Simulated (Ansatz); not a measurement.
# How BN absorbs and reflects light

What colour and refractive index does BN have at this level of theory? The cell comes from an older database entry, whose edges can differ from later determinations, mostly by under a per cent.

Method: DFT, PBE, plane-wave PAW, default files, scalar-relativistic, independent-particle optical response without local fields, in Ansatz 0.2.0.

The database entry behind the starting cell has ideal inner coordinates that were not refined, so it need not match the best structure at ambient conditions.

## Step 1: The starting structure

It takes space group P6_3mc (No. 186, hexagonal). The conventional cell has a = 2.536 Å, b = 2.536 Å, c = 4.199 Å, α = 90.00°, β = 90.00°, γ = 120.00°. Nearest to N lie 4 B at 1.56 to 1.57 Å. B has 4 N at 1.56 to 1.57 Å nearest. Farther neighbours and most contacts between anions are not listed.

## Step 2: Ground state and bands

The self-consistent density comes first; it also tells whether there is a gap, which decides the occupations and the need for a Drude term.

This step: DFT, PBE, plane-wave PAW, default files, scalar-relativistic, ground state (Ansatz 0.2.0).

Input file input.yaml:

```yaml
crystal:
  lattice:
    - [2.536, 0.0, 0.0]
    - [-1.268, 2.196240424, 0.0]
    - [0.0, 0.0, 4.199]
  atoms:
    - { symbol: "N", position: [0.3333333333, 0.6666666667, 0.875] }
    - { symbol: "N", position: [0.6666666667, 0.3333333333, 0.375] }
    - { symbol: B, position: [0.3333333333, 0.6666666667, 0.5] }
    - { symbol: B, position: [0.6666666667, 0.3333333333, 0.0] }
kpoints:
  mp_grid: { grid: [10, 10, 5] }
  band_path:
    path:
      - [[0.0, 0.0, 0.0], [0.5, 0.0, 0.0], [0.33333333, 0.33333333, 0.0], [0.0, 0.0, 0.0], [0.0, 0.0, 0.5], [0.5, 0.0, 0.5], [0.33333333, 0.33333333, 0.5], [0.0, 0.0, 0.5]]
      - [[0.5, 0.0, 0.5], [0.5, 0.0, 0.0]]
      - [[0.33333333, 0.33333333, 0.0], [0.33333333, 0.33333333, 0.5]]
    npoints: 6
scf:
  occupations: { method: fermi_dirac, width: 0.05 }
  n_extra_bands: 8
hamiltonian:
  xc: pbe
  pseudopotentials: { kind: paw }
output:
  forces: true
  stress: true
  populations: true
  write_bands: true
  write_density: true
  write_potential: true
  elf: true
  volumetric_format: npy
```

Started as:

```bash
> ansatz run input.yaml --threads 4 --pin off --max-ram 8192MiB --backend cpu --events-out ev --progress --plain --runs-dir out
```

Numbers of over 12 decimals in the logs are rounded to 6 here.

Output:

```text
scf.n_extra_bands = 8 over 8 filled bands (N_el = 16.0): the run solves 16 bands
Engine: ansatz 0.2.0, x86_64-unknown-linux-gnu
Pseudopotentials: kind: paw
Pseudopotential: N, paw, valence charge 5, recommended cutoff 420 eV (normal), N.paw.azcp
Pseudopotential: B, paw, valence charge 3, recommended cutoff 420 eV (normal), B.paw.azcp
Functional definition: PBE
  parameter kappa = 0.804
  parameter beta = 0.066725
  exchange = pbe_x(kappa = kappa, mu = beta*pi^2/3)
  correlation = pbe_c(beta = beta)
Crystal: 4 atoms, lattice volume = 23.387 Å³
Basis set: ecut = 420 eV, 465 PW (Γ), exchange–correlation on 36×36×60 points (8 copies of the dense FFT grid, shifted against one another)
Bands: 16, of which v1, the nominal top of the filled ones, is band 8 counted from 1 (7 counted from 0)
Symmetry: 12 space group operations
Space group: P63mc (ITA 186), of the structure as read, at distance tolerance 2.9e-5 Å
k-points: 42 of 500 (time reversal used)
Non-local potential: N, projectors of the file, l = 0: 2, l = 1: 2, l = 2: 1
Non-local potential: B, projectors of the file, l = 0: 2, l = 1: 2, l = 2: 1
PAW form: soft (Blöchl's): semilocal exchange-correlation on the pseudo side does not see the compensation charge
PAW one-centre angular grid: N, 110 points (default); XC on 64 Gauss nodes
PAW one-centre angular grid: B, 110 points (default); XC on 64 Gauss nodes
Initial density: superposition of atomic densities (neutral atoms: chi_scale 0, normalization atom), corrected by the library's trained network
Initial wavefunctions: pseudopotential atomic-orbital guess
Functional: x = pbe(κ = 0.804, μ = 0.219515), c = pbe(β = 0.066725)
SCF iter   1: F=—  HF=-1084.470287 eV  |F-HF|=—  |Δ(HF+E_count)|=         —  Δρ=3.03e-3  dr2=1.10e-3  ethr=1.77e-3  ⟨swp⟩=4.8  Hψ=3165  notcnv=0  defer=37
preconditioner: auto → none  [insulator: Δε(μ)=5.397 eV  Ē_g=20.199 eV  σ=0.050 eV  W_gap=1.00  n_scr=2 (ndim 8)  ℏωp=30.7 eV  f_vac=0.000  D(μ)=0.00/eV (n_scr^D=0)  ε∞_Penn≈3.3]
SCF iter   2: F=—  HF=-1084.470560 eV  |F-HF|=—  |Δ(HF+E_count)|=   2.73e-4  Δρ=1.20e-3  dr2=1.43e-4  ethr=6.88e-6  ⟨swp⟩=2.6  Hψ=1371  notcnv=0  defer=65
SCF iter   3: F=—  HF=-1084.470717 eV  |F-HF|=—  |Δ(HF+E_count)|=   1.57e-4  Δρ=1.73e-4  dr2=2.34e-6  ethr=8.93e-7  ⟨swp⟩=2.4  Hψ=919  notcnv=0  defer=65
SCF iter   4: F=—  HF=-1084.470725 eV  |F-HF|=—  |Δ(HF+E_count)|=   8.24e-6  Δρ=2.34e-5  dr2=6.13e-8  ethr=1.46e-8  ⟨swp⟩=2.0  Hψ=898  notcnv=0  defer=65
iter 5 did not close the SCF: its close was put off for the readings that it lacked (scf_convergence_deferred on its scf_iter line)
SCF iter   5: F=-1084.470725 eV  HF=-1084.470725 eV  |F-HF|=1.96e-9  |Δ(HF+E_count)|=   8.81e-8  Δρ=3.76e-6  dr2=1.62e-9  ethr=3.83e-10  ⟨swp⟩=2.2  Hψ=868  notcnv=0  defer=65
SCF iter   6: F=-1084.470725 eV  HF=-1084.470725 eV  |F-HF|=1.71e-11  |Δ(HF+E_count)|=   2.26e-9  Δρ=5.28e-7  dr2=3.19e-11  ethr=1.01e-11  ⟨swp⟩=8.0  Hψ=3492  notcnv=0
SCF 1 converged in 6 iterations: F = -1084.470725 eV  dr2 = 3.19e-11
  greatest PAW one-centre occupation: 0.789 electrons in one spin orbital (limit 2), on the N atom at site 1 (counted from 0), in its partial waves of l = 0
NSCF: frozen V_eff on 57 k-points
SCF converged after 6 iterations
Free energy (F): -1084.470725 eV
Harris-Foulkes:  -1084.470725 eV  (|F-HF|=1.71e-11)
Internal energy: -1084.470725 eV  (E = F + TS)
E sigma→0 (E₀):  -1084.470725 eV
Fermi energy:    14.175199 eV
--- Per-component energies (eV) ---
  E_band       = 54.695611
  E_kinetic    = 372.609118
  E_local      = -350.528173  (includes V_loc(G=0)·N_el)
  E_nonlocal   = 113.398853
  E_hartree    = 98.592108
  E_xc         = -187.254786
  E_vxc        = -232.937691  (∫ρ·V_xc dr)
  E_paw        = -413.031678  (= ΣΔE_a)
  E_vpaw       = -45.030912  (= ΣTr[D̂ρ^β])
  E_aug_tail   = 0.000204  (compensation charges beyond the density's cutoff)
  E_ewald      = -718.256371
  E_smearing   = -0.000000  (= −TS)
  E_closure    = -0.000000  (closes the sum)
  Σ components = -1084.470725   (vs F -1084.470725, Δ=0.00e0)
--- Forces (eV/Å), atoms counted from 1 ---
  atom   1  N      0.00000000     0.00000000    -0.05548301
  atom   2  N      0.00000000    -0.00000000    -0.05548301
  atom   3  B      0.00000000    -0.00000000     0.05547882
  atom   4  B     -0.00000000     0.00000000     0.05547882
  max |Σ_I F_I| component: 8.37e-6 eV/Å
--- Stress (GPa, compression-positive) ---
        8.355748      -0.000000       0.000000
       -0.000000       8.355748       0.000000
        0.000000       0.000000       7.212699
  P = ⅓ Tr σ = 7.9747 GPa (79.747 kbar)
--- Band table (eV; the first three rows and the last of 42) ---
  k-point 0: bands = [... 4 lower, 9.3605, 11.2472, 11.4939, 11.4939, 19.9482, 19.9482, 20.1246, 21.1760, ... 4 higher]
  k-point 1: bands = [... 4 lower, 9.5296, 9.9835, 11.2437, 11.2437, 20.2336, 20.2336, 20.6221, 21.1647, ... 4 higher]
  k-point 2: bands = [... 4 lower, 9.9999, 9.9999, 10.6480, 10.6480, 21.0033, 21.0033, 21.0458, 21.1358, ... 4 higher]
  k-point 41: bands = [... 4 lower, 3.6678, 4.5924, 8.0062, 8.4367, 20.1619, 20.8297, 21.6311, 23.2233, ... 4 higher]
--- Löwdin populations: 4 sites ---
  site symbol       q [e]
     0      N      5.2878
     1      N      5.2878
     2      B      2.6830
     3      B      2.6830
  spilling = 0.003647 (of n_electrons = 16.000000)
```

Elapsed: 0.65 s, on 4 threads of Intel Xeon Platinum 8488C (Sapphire Rapids), shared host; peak memory 0.44 GiB.

This step gave:

- free energy: -1084.4707 eV
- Fermi energy: 14.18 eV
- gap by band count: 5.415 eV
- electrons: 16
- symmetry operations: 12
- pressure: 7.975 GPa
- gap on the k-mesh: 5.415 eV
- volume: 23.39 Å³
- gap on the path: 5.218 eV
- least direct gap on the path: 8.361 eV

There is a gap, 5.22 eV on the path, so no carriers' term is needed. The cell is left with a pressure of 8.0 GPa and forces up to 0.06 eV/Å, as it stands unrelaxed at this level.

The electronic bands at the labelled points (eV, zero at the Fermi level; v1 is the highest filled band, c1 the lowest empty one):

| point | v4 | v3 | v2 | v1 | c1 | c2 | c3 | c4 |
| --- | --- | --- | --- | --- | --- | --- | --- | --- |
| Γ | -4.82 | -2.93 | -2.68 | -2.68 | 5.77 | 5.77 | 5.95 | 7.00 |
| halfway | -6.52 | -6.46 | -4.29 | -3.84 | 4.70 | 6.75 | 7.52 | 8.42 |
| M | -9.63 | -7.71 | -7.12 | -4.82 | 4.10 | 5.34 | 8.04 | 8.93 |
| halfway | -9.26 | -9.21 | -7.30 | -6.32 | 3.74 | 6.78 | 9.14 | 10.54 |
| K | -9.93 | -8.19 | -8.13 | -8.13 | 2.54 | 10.88 | 10.88 | 11.31 |
| halfway | -8.40 | -6.34 | -4.89 | -4.64 | 5.77 | 6.35 | 7.68 | 9.00 |
| Γ | -4.82 | -2.93 | -2.68 | -2.68 | 5.77 | 5.77 | 5.95 | 7.00 |
| halfway | -4.55 | -4.55 | -3.06 | -3.06 | 6.21 | 6.21 | 6.60 | 6.98 |
| A | -3.86 | -3.86 | -3.86 | -3.86 | 6.93 | 6.93 | 7.33 | 7.33 |
| halfway | -6.80 | -6.80 | -5.37 | -5.37 | 5.30 | 5.30 | 8.71 | 8.71 |
| L | -6.49 | -6.49 | -6.27 | -6.27 | 3.97 | 3.97 | 7.44 | 7.44 |
| halfway | -8.47 | -8.47 | -5.89 | -5.89 | 5.37 | 5.37 | 8.38 | 8.38 |
| H | -10.50 | -10.50 | -5.73 | -5.73 | 6.71 | 6.71 | 7.57 | 7.57 |
| halfway | -7.03 | -7.03 | -6.18 | -6.18 | 6.25 | 6.25 | 8.17 | 8.17 |
| A | -3.86 | -3.86 | -3.86 | -3.86 | 6.93 | 6.93 | 7.33 | 7.33 |
| jump to L | -6.49 | -6.49 | -6.27 | -6.27 | 3.97 | 3.97 | 7.44 | 7.44 |
| halfway | -8.20 | -7.38 | -6.20 | -5.38 | 4.21 | 4.24 | 8.42 | 9.17 |
| M | -9.63 | -7.71 | -7.12 | -4.82 | 4.10 | 5.34 | 8.04 | 8.93 |
| jump to K | -9.93 | -8.19 | -8.13 | -8.13 | 2.54 | 10.88 | 10.88 | 11.31 |
| halfway | -10.96 | -9.02 | -6.75 | -6.75 | 4.12 | 8.31 | 8.31 | 10.52 |
| H | -10.50 | -10.50 | -5.73 | -5.73 | 6.71 | 6.71 | 7.57 | 7.57 |

Valence density in the ac plane at fractional y = 0.333, with atoms of N and B within 0.2 Å of it. It is the smooth field of the valence electrons, not physical close to the nuclei.

Ten even steps from '0' (0.1 e/Å³) to '9' (3.7 e/Å³):
```
1122222110112
2222221111111
1222211111111
1111110000000
0111000000000
0000000000000
0000000000000
0000000000000
0000000111110
1000112233221
1101123567642
2101135899963
1100136999973
1000125899963
1000013688742
0000012355421
0000001233210
0000001122210
0000001111110
0000011110111
1111111100111
```
Atoms in or near the plane, at fractional coordinates: N at (0.67, 0.38), B at (0.67, 0.00).

ELF in the ac plane at fractional y = 0.333, with atoms of N and B within 0.2 Å of it. It is the smooth field of the valence electrons, not physical close to the nuclei.

Ten even steps from '_' (0.01) to '@' (0.91):
```
%%%%####%%%%**::____..++%%
%%%%####%%%%##==....--**%%
############**==::::--++##
**********++==--::::::==++
==++**++++--::........::--
--==++==--::..__________..
::------::..____________..
::::::::::::::::::::::::::
--::::::--==++++++++++++==
**==::--++##%%%%####%%%%##
%%++--==##@@@@%%****##@@@@
%%++--==##@@@@**--::++%%@@
%%++--==##%%%%++..__--##%%
##==::--**%%%%++::..==##%%
++::....==##%%%%##**##%%##
--..__..::**%%@@@@@@@@%%**
::______..==##@@@@@@@@%%++
..______..--++%%@@@@%%**==
::::::::::----========----
++======++==--..______::==
####****####==..______--**
```
Atoms in or near the plane, at fractional coordinates: N at (0.67, 0.38), B at (0.67, 0.00).

## Step 3: Spectrum

With the density converged, the vertical transitions are summed over the zone.

This step: DFT, PBE, plane-wave PAW, default files, scalar-relativistic, independent-particle optical response without local fields (Ansatz 0.2.0).

input.yaml, the sections that differ from step 2:

```yaml
kpoints:
  mp_grid: { grid: [10, 10, 5] }
scf:
  occupations: { method: fixed }
output:
  optics:
    e_range: [0, 20]
    de: 0.05
    sigma: 0.1
    nscf_kmesh: { grid: [12, 12, 6] }
    bands: { spectra_wanted_up_to: 20 }
# crystal, hamiltonian: as in step 2
```

Output:

```text
[...]
Crystal: 4 atoms, lattice volume = 23.387 Å³
Basis set: ecut = 420 eV, 465 PW (Γ)
Bands: 12, of which v1, the nominal top of the filled ones, is band 8 counted from 1 (7 counted from 0)
Symmetry: 12 space group operations
[...]
k-points: 42 of 500 (time reversal used)
[...]
SCF iter   1: F=—  HF=-1084.470335 eV  |F-HF|=—  |Δ(HF+E_count)|=         —  Δρ=2.99e-3  dr2=1.07e-3  ethr=1.77e-3  ⟨swp⟩=4.7  Hψ=2399  notcnv=0  defer=66
[...]
SCF iter   7: F=-1084.470713 eV  HF=-1084.470713 eV  |F-HF|=2.27e-12  |Δ(HF+E_count)|=  5.10e-10  Δρ=9.50e-8  dr2=8.35e-13  ethr=1.00e-12  ⟨swp⟩=4.5  Hψ=2018  notcnv=0
SCF 1 converged in 7 iterations: F = -1084.470713 eV  dr2 = 8.35e-13
[...]
NSCF: frozen V_eff on 76 k-points
output.optics: what the bands over the 24 summed would add to eps1, eps2 and the energy-loss function is held between a lower and an upper bound (5 Lanczos steps). eps1, eps2 and their loss function (loss_summed_bands) are given on every row as the summed bands alone make them. Along an axis, on a row where the two bounds hold the loss function to about 1 % of the greater of itself and 0.5 % of |1/eps|, its cell (loss_completed) is given, with the completed eps1 and eps2 that it is formed of (a cell that is left empty reads nan in the table and null in the record). The two bounds hold it so along every axis on all 401 rows up to 20.000 eV. [rest of the remark cut]
SCF converged after 7 iterations
Free energy (F): -1084.470713 eV
[...]
Internal energy: -1084.470713 eV  (E = F + TS)
E sigma→0 (E₀):  -1084.470713 eV
Fermi energy:    11.493935 eV
[...]
--- Band table (eV; the first three rows and the last of 42) ---
  k-point 0: bands = [... 4 lower, 9.3605, 11.2472, 11.4939, 11.4939, 19.9482, 19.9482, 20.1246, 21.1760]
  k-point 1: bands = [... 4 lower, 9.5296, 9.9835, 11.2437, 11.2437, 20.2336, 20.2336, 20.6221, 21.1647]
  k-point 2: bands = [... 4 lower, 9.9999, 9.9999, 10.6480, 10.6480, 21.0033, 21.0033, 21.0458, 21.1359]
  k-point 41: bands = [... 4 lower, 3.6678, 4.5924, 8.0062, 8.4367, 20.1619, 20.8298, 21.6311, 23.2233]
```

The job ended after 15 s (4 threads; peak memory 0.75 GiB; 58 s of CPU time).

Numbers from this step:

- electronic dielectric constant ε∞, mean over x, y and z (by symmetry where fewer were run): 4.708
- absorption onset, first axis (α over 10⁴ cm⁻¹, or the direct gap if that lies higher): 8.508 eV
- main peak of Im epsilon, first axis: 10.77 eV
- least direct gap on the mesh: 8.361 eV
- bands summed: 24
- spectra valid up to: 28.23 eV
- program's estimate of the k-sum error in Im epsilon: 0.04 %
- electrons in the f-sum: 12.79

The Im ε has structure finer than the step of the table below, so its rows give means over 1 eV, whole bins alone (the curve runs from 0 to 20 eV). Peaks (eV: height): E ∥ x or y 10.8: 18.6; E ∥ z 10.7: 15.6, 13.6: 10.0.

Im ε against photon energy; means over each step:

| photon energy (eV) | E ∥ x or y | E ∥ z |
| --- | --- | --- |
| 7 | 0 | 0 |
| 8 | 0.00456 | 0.0169 |
| 9 | 0.680 | 2.71 |
| 10 | 5.07 | 10.2 |
| 11 | 14.9 | 13.7 |
| 12 | 12.3 | 8.60 |
| 13 | 8.11 | 8.39 |
| 14 | 8.08 | 8.20 |
| 15 | 5.83 | 5.17 |
| 16 | 3.91 | 3.75 |
| 17 | 2.96 | 2.49 |
| 18 | 2.11 | 1.67 |
| 19 | 1.79 | 1.44 |

The Re ε by photon energy:

| photon energy (eV) | E ∥ x or y | E ∥ z |
| --- | --- | --- |
| 0 | 4.65 | 4.82 |
| 1 | 4.67 | 4.85 |
| 2 | 4.74 | 4.93 |
| 3 | 4.87 | 5.07 |
| 4 | 5.06 | 5.29 |
| 5 | 5.35 | 5.63 |
| 6 | 5.77 | 6.13 |
| 7 | 6.42 | 6.96 |
| 8 | 7.55 | 8.60 |
| 9 | 9.91 | 12.1 |
| 10 | 15.3 | 13.3 |
| 11 | 4.75 | 2.21 |
| 12 | -0.129 | 0.475 |
| 13 | -0.543 | 1.09 |
| 14 | -1.78 | -3.10 |
| 15 | -2.78 | -2.96 |
| 16 | -2.79 | -2.90 |
| 17 | -2.46 | -2.50 |
| 18 | -1.93 | -1.78 |
| 19 | -1.59 | -1.06 |
| 20 | -1.21 | -0.874 |

The loss function −Im 1/ε at q → 0 has structure finer than the step of the table below, so its rows give means over 0.5 eV, whole bins alone (the curve runs from 0 to 20 eV). Peaks (eV: height): E ∥ z 19.30: 0.563.

Loss function −Im 1/ε at q → 0 against energy loss; means over each step:

| energy loss (eV) | E ∥ x or y | E ∥ z |
| --- | --- | --- |
| 8.0 | 8.1e-7 | 0 |
| 8.5 | 0.00153 | 0.00460 |
| 9.0 | 0.00622 | 0.0170 |
| 9.5 | 0.0113 | 0.0252 |
| 10.0 | 0.0177 | 0.0383 |
| 10.5 | 0.0297 | 0.0507 |
| 11.0 | 0.0566 | 0.0676 |
| 11.5 | 0.0697 | 0.0994 |
| 12.0 | 0.0778 | 0.116 |
| 12.5 | 0.105 | 0.129 |
| 13.0 | 0.127 | 0.118 |
| 13.5 | 0.122 | 0.103 |
| 14.0 | 0.117 | 0.108 |
| 14.5 | 0.121 | 0.127 |
| 15.0 | 0.137 | 0.144 |
| 15.5 | 0.146 | 0.159 |
| 16.0 | 0.171 | 0.169 |
| 16.5 | 0.189 | 0.179 |
| 17.0 | 0.201 | 0.200 |
| 17.5 | 0.221 | 0.233 |
| 18.0 | 0.263 | 0.285 |
| 18.5 | 0.301 | 0.368 |
| 19.0 | 0.315 | 0.463 |
| 19.5 | 0.356 | 0.513 |

The reflectivity at normal incidence has structure finer than the step of the table below, so its rows give means over 0.5 eV, whole bins alone (the curve runs from 0 to 20 eV). Peaks (eV: height): E ∥ x or y 10.75: 47.3, 12.05: 46.7, 15.60: 49.9; E ∥ z 11.05: 46.3, 16.75: 54.8.

The reflectivity at normal incidence by photon energy; means over each step:

| photon energy (eV) | E ∥ x or y (%) | E ∥ z (%) |
| --- | --- | --- |
| 0.5 | 13.4 | 14.0 |
| 1.0 | 13.5 | 14.1 |
| 1.5 | 13.6 | 14.2 |
| 2.0 | 13.7 | 14.4 |
| 2.5 | 13.9 | 14.6 |
| 3.0 | 14.2 | 14.8 |
| 3.5 | 14.5 | 15.1 |
| 4.0 | 14.8 | 15.5 |
| 4.5 | 15.2 | 16.0 |
| 5.0 | 15.7 | 16.6 |
| 5.5 | 16.3 | 17.2 |
| 6.0 | 17.0 | 18.0 |
| 6.5 | 17.8 | 19.0 |
| 7.0 | 18.8 | 20.3 |
| 7.5 | 20.1 | 21.9 |
| 8.0 | 21.8 | 24.2 |
| 8.5 | 24.2 | 28.2 |
| 9.0 | 26.9 | 31.3 |
| 9.5 | 30.6 | 35.4 |
| 10.0 | 36.0 | 39.4 |
| 10.5 | 42.3 | 42.4 |
| 11.0 | 45.3 | 45.7 |
| 11.5 | 42.4 | 42.0 |
| 12.0 | 46.4 | 38.5 |
| 12.5 | 44.1 | 35.7 |
| 13.0 | 39.6 | 36.4 |
| 13.5 | 39.3 | 42.3 |
| 14.0 | 43.8 | 48.3 |
| 14.5 | 47.2 | 49.0 |
| 15.0 | 47.6 | 48.3 |
| 15.5 | 49.7 | 48.2 |
| 16.0 | 48.8 | 50.1 |
| 16.5 | 47.6 | 50.5 |
| 17.0 | 48.9 | 53.0 |
| 17.5 | 49.2 | 51.3 |
| 18.0 | 48.1 | 50.3 |
| 18.5 | 44.2 | 44.5 |
| 19.0 | 45.5 | 39.9 |
| 19.5 | 44.7 | 32.2 |

Values under 1 per cm are given as 1. Table of absorption coefficient by photon energy:

| photon energy (eV) | E ∥ x or y (1/cm) | E ∥ z (1/cm) |
| --- | --- | --- |
| 0.000 | 1 | 1 |
| 0.500 | 1 | 1 |
| 1.000 | 1 | 1 |
| 1.500 | 1 | 1 |
| 2.000 | 1 | 1 |
| 2.500 | 1 | 1 |
| 3.000 | 1 | 1 |
| 3.500 | 1 | 1 |
| 4.000 | 1 | 1 |
| 4.500 | 1 | 1 |
| 5.000 | 1 | 1 |
| 5.500 | 1 | 1 |
| 6.000 | 1 | 1 |
| 6.500 | 1 | 1 |
| 7.000 | 1 | 1 |
| 7.500 | 1 | 1 |
| 8.000 | 1 | 1 |
| 8.500 | 8763 | 38894 |
| 9.000 | 88040 | 3.4e5 |
| 9.500 | 2.2e5 | 6.8e5 |
| 10.000 | 4.9e5 | 1.3e6 |
| 10.500 | 1.3e6 | 2.0e6 |
| 11.000 | 2.7e6 | 2.8e6 |
| 11.500 | 2.5e6 | 2.6e6 |
| 12.000 | 3.1e6 | 2.4e6 |
| 12.500 | 2.9e6 | 2.3e6 |
| 13.000 | 2.7e6 | 2.5e6 |
| 13.500 | 2.8e6 | 3.1e6 |
| 14.000 | 3.2e6 | 3.5e6 |
| 14.500 | 3.4e6 | 3.3e6 |
| 15.000 | 3.3e6 | 3.2e6 |
| 15.500 | 3.3e6 | 3.1e6 |
| 16.000 | 3.1e6 | 3.1e6 |
| 16.500 | 3.1e6 | 3.1e6 |
| 17.000 | 3.1e6 | 3.0e6 |
| 17.500 | 3.0e6 | 2.9e6 |
| 18.000 | 2.8e6 | 2.6e6 |
| 18.500 | 2.7e6 | 2.4e6 |
| 19.000 | 2.7e6 | 2.3e6 |
| 19.500 | 2.6e6 | 2.2e6 |
| 20.000 | 2.5e6 | 2.3e6 |

From ε follow the optical constants at some laser and lamp lines:

| wavelength (nm) | n xy | k xy | R (%) xy | 1/α xy | n z | k z | R (%) z | 1/α z |
| --- | --- | --- | --- | --- | --- | --- | --- | --- |
| 1550 | 2.16 | 0.000 | 13.5 | over 1 mm | 2.20 | 0.000 | 14.1 | over 1 mm |
| 1064 | 2.16 | 0.000 | 13.5 | over 1 mm | 2.20 | 0.000 | 14.1 | over 1 mm |
| 633 | 2.18 | 0.000 | 13.7 | over 1 mm | 2.22 | 0.000 | 14.3 | over 1 mm |
| 532 | 2.19 | 0.000 | 13.9 | over 1 mm | 2.23 | 0.000 | 14.5 | over 1 mm |
| 308 | 2.25 | 0.000 | 14.8 | over 1 mm | 2.30 | 0.000 | 15.5 | over 1 mm |
| 248 | 2.31 | 0.000 | 15.7 | over 1 mm | 2.37 | 0.000 | 16.6 | over 1 mm |
| 193 | 2.45 | 0.000 | 17.7 | over 1 mm | 2.54 | 0.000 | 18.9 | over 1 mm |

A film 1 µm thick would pass 75 % of daylight and look colourless, dimmed by reflection in transmission (x = 0.313, y = 0.330).

At 1064 nm the birefringence n(z) − n(x) is +0.040: the crystal is uniaxial positive at this level.

The f-sum over the summed bands holds 12.8 of the cell's 16 electrons outside the frozen cores, 4 of which lie in bands more than 12 eV below the Fermi level, whose transitions come at higher energies. Up to 20 eV the strength has a mean oscillator energy of 12.9 eV, close to the main peak.

(Continued in part 2 of 2.)

[Logs are printed without paths, hosts, clocks, repeated set-up lines and the standing remarks that a program may print on its own settings, such as how far it seeks lower states.]

[Hosts, paths, dates, database ids (printed as entryN), source tags and the programs' standing remarks are cut or masked in the printed files.]
